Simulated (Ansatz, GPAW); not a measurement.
# Geometry or basis: what sets the conductance of hydroquinonedithiol between two Pd chains, part 4 of 4

Aim: the conductance of hydroquinonedithiol between two Pd chains after relaxation, and whether geometry, basis or functional moves it most.

GPAW 26.7.0 and Ansatz 0.2.0; Ansatz plane waves; relaxation of the junction with the lead ends held; PAW set soft_1 (the session's first sound run).

So far, transmission at the Fermi level (one spin): step 3 (plane waves, PBE) 0.0440; step 5 (single-zeta polarised basis, PBE, GPAW) 0.0239; step 6 (GPAW, sz: basis = "sz(dzp)", PBE, GPAW) 0.0338; step 7 (revPBE in the dzp basis: xc = "revPBE") 0.0388; step 8 (without the relaxation: geometry = "as built", PBE, GPAW) 0.624.

## Step 11: Other settings

One more run, with changed settings.

This step: GPAW LCAO, PAW setups; Landauer transmission from Green's functions with principal layers (ASE), zero bias (GPAW 26.7.0).

Contents of run.py:

```python
import json
import numpy as np
from ase import Atoms
from ase.transport.calculators import TransportCalculator
from gpaw import GPAW, FermiDirac
from gpaw.lcao.tools import get_lcao_hamiltonian
from scipy.linalg import eigh

# The junction with lead layers at both ends, along the third cell vector
device = Atoms(
    ['Pd', 'Pd', 'Pd', 'Pd', 'Pd', 'Pd', 'Pd', 'Pd', 'S', 'H', 'C', 'C', 'H', 'O', 'C', 'C', 'O', 'H', 'C', 'C', 'H', 'S', 'Pd', 'Pd', 'Pd', 'Pd', 'Pd', 'Pd', 'Pd', 'Pd'],
    positions=[
        [6.27284, 4.50000, 1.25000],
        [6.27284, 4.50000, 3.75000],
        [6.27284, 4.50000, 6.25000],
        [6.27284, 4.50000, 8.75000],
        [6.27284, 4.50000, 11.25000],
        [6.27284, 4.50000, 13.75000],
        [5.55922, 4.66969, 16.14941],
        [6.56287, 4.53307, 18.54417],
        [5.24943, 4.60037, 20.32944],
        [8.02138, 4.58230, 21.51783],
        [5.89205, 4.59578, 21.92601],
        [7.25300, 4.58621, 22.29032],
        [3.50328, 4.61247, 21.73813],
        [3.58827, 4.61215, 22.72222],
        [4.90425, 4.60117, 23.00313],
        [7.64193, 4.58220, 23.61972],
        [8.95800, 4.57529, 23.90046],
        [9.04287, 4.56963, 24.88452],
        [5.29324, 4.59397, 24.33247],
        [6.65429, 4.58351, 24.69674],
        [4.52521, 4.59664, 25.10528],
        [7.29714, 4.56953, 26.29302],
        [5.98234, 4.51082, 28.07708],
        [6.98539, 4.71561, 30.46581],
        [6.27284, 4.50000, 32.86022],
        [6.27284, 4.50000, 35.36022],
        [6.27284, 4.50000, 37.86022],
        [6.27284, 4.50000, 40.36022],
        [6.27284, 4.50000, 42.86022],
        [6.27284, 4.50000, 45.36022]],
    cell=[[12.54569, 0.0, 0.0], [0.0, 9.0, 0.0], [0.0, 0.0, 46.61022]],
    pbc=True)

# One principal layer of the lead: the first 1 atoms of the device
lead = Atoms(
    ['Pd'],
    positions=[
        [6.27284, 4.50000, 1.25000]],
    cell=[[12.54569, 0.0, 0.0], [0.0, 9.0, 0.0], [0.0, 0.0, 2.5]],
    pbc=True)

settings = dict(mode='lcao', basis='dzp', xc='PBE', h=0.18,
                occupations=FermiDirac(0.1), maxiter=50,
                mixer=dict(beta=0.1, nmaxold=8, weight=100.0),
                convergence=dict(density=0.0001))
energies = np.arange(-2, 2 + 1e-9, 0.025)
eta = 0.0001
n1, n2 = 1, 1
# k and -k transmit alike, so half of the mesh across the current serves
mesh = [(i, j) for i in range(n1) for j in range(n2) if (i, j) <= (-i % n1, -j % n2)]
weights = np.array([1 if (i, j) == (-i % n1, -j % n2) else 2 for i, j in mesh]) / (n1 * n2)

# [... helper functions left out ...]
fermi_lead = ground_state(lead, (1, 1, 9), 'lead.txt')
fermi_device = ground_state(device, (1, 1, 2), 'device.txt')
# [... loop over the mesh left out, but for ...]
        # Shift the lead onto the potential of the device's first layer
        shift = ((H[:, 0, 0] - H0[:, 0, 0]) / S0[0, 0]).real.mean()
# [...]
kT = 8.617333e-5 * 300
bias = [0.1, 0.2, 0.5, 1.0, 1.5, 2.0]
# [... integrals and printing left out ...]
```

The run is started by

```console
$ OMP_NUM_THREADS=1 OPENBLAS_NUM_THREADS=1 python run.py
```

Log:

```text
basis functions: device 582, principal layer 27
Fermi level: lead -4.3060 eV, device -4.1007 eV; lead shifted by -0.0031 eV
largest coupling past the next layer 5.78e-01 eV, largest misfit of the first layer 0.018 eV
  E-E_F (eV)   T (one spin)  [channel counts left out]
    -2.000    8.8067e-02
    -1.975    1.6839e-01
    -1.950    3.8162e-01
    -1.925    8.5646e-01
    -1.900    8.7795e-01
    -1.875    4.8960e-01
    -1.850    2.9148e-01
    -1.825    2.0135e-01
    -1.800    1.5591e-01
    -1.775    1.3085e-01
    -1.750    1.1626e-01
    -1.725    1.0588e-01
    -1.700    1.0011e-01
    -1.675    9.7022e-02
    -1.650    9.5793e-02
    -1.625    9.5862e-02
[...]
1.825    5.8028e-04
     1.850    3.7891e-04
     1.875    2.0830e-04
     1.900    1.1141e-04
     1.925    6.0420e-05
     1.950    3.2634e-05
     1.975    1.6230e-05
     2.000    5.0725e-06
conductance at 300 K: 0.038473 G0 a cell; thermopower -0.05567 uV/K
current from the zero-bias T(E) at 0.1 V: 0.2944 uA
current from the zero-bias T(E) at 0.2 V: 0.55711 uA
current from the zero-bias T(E) at 0.5 V: 1.2619 uA
current from the zero-bias T(E) at 1.0 V: 9.1087 uA
current from the zero-bias T(E) at 1.5 V: 15.969 uA
current from the zero-bias T(E) at 2.0 V: 23.224 uA
```

Wall time 7.8 min (1 thread of Arm Neoverse V2, shared host); peak memory 3 GiB.

The run finished. A setting was moved off its sound value on purpose, so it serves as a test and not as the result.

The fault put into the input: a principal layer that is too short (n_lead = 1 and period = 2.5).

Side by side:

```tsv
quantity	this run	sound run	difference
conductance (G₀)	0.038473	0.037234	0.00124
largest coupling past the next principal layer (eV)	0.57811	1.071e-4	0.578
largest misfit of the first principal layer (eV)	0.017560	0.034551	-0.0170
shift that aligns the lead (eV)	-0.0031026	-0.0016638	-0.00144
basis functions of a principal layer	27	135	-108
transmission at the Fermi level (one spin)	0.038493	0.038640	-1.5e-4
```

One result that differs is the largest coupling past the next principal layer, 0.578 eV against 1.1e-4 eV.

## Step 12: Results

- conductance: 0.0372 G₀
- transmission at the Fermi level, mean of the spins: 0.0386
- open channels of the lead there: 4

In words: In the dzp basis the junction conducts 0.0372 G₀ at 300 K, with T = 0.0386 a spin at the Fermi level; no smaller basis tried comes within 10 % of that conductance. Relaxation moved atoms by up to 0.93 Å and took the conductance from 0.597 to 0.0372 G₀, as a ratio a larger change than the step from dzp to the minimal basis. Plane waves (PBE) give T = 0.0440 there. The scatterer reflects about 99 % of the incoming channels at the Fermi level. Measured against the first run (pw-pbe), the nearest curve is that of dzp-revPBE (r.m.s. 0.12) and the farthest that of asbuilt (0.44). Over the compared runs wall time goes from 312 s (sz) to 5718 s (pw-pbe), on a shared host; the plane-wave run used 4 threads and the orbital runs 1. The leads kept an estimated spacing and the cell its length, so the junction may be under some tension or compression. The run had no spin polarisation, so a magnetic state, which chains and small molecules with open shells often have, wasn't tested. Semilocal functionals put molecular levels too near the Fermi level, so such conductances usually come out too high, and chain electrodes have a sharper density of states than real ones. An evenly spaced straight chain is an idealisation: free chains tend to dimerise, zigzag or, where a band edge lies near the Fermi level, turn magnetic. The currents use the zero-bias T(E) throughout, which holds only while the bias is small against the distance to the nearest feature. Within about eight thermal energies of the Fermi level ln T(E) bends sharply from one computed energy to the next, or the lead's channel count changes, so the thermal averages, above all the thermopower, rest on an interpolation that may be rough.

[Logs are printed without paths, hosts, clocks, repeated set-up lines and the standing remarks that a program may print on its own settings, such as how far it seeks lower states.]

[Hosts, paths, dates, database ids (printed as entryN), source tags and the programs' standing remarks are cut or masked in the printed files.]
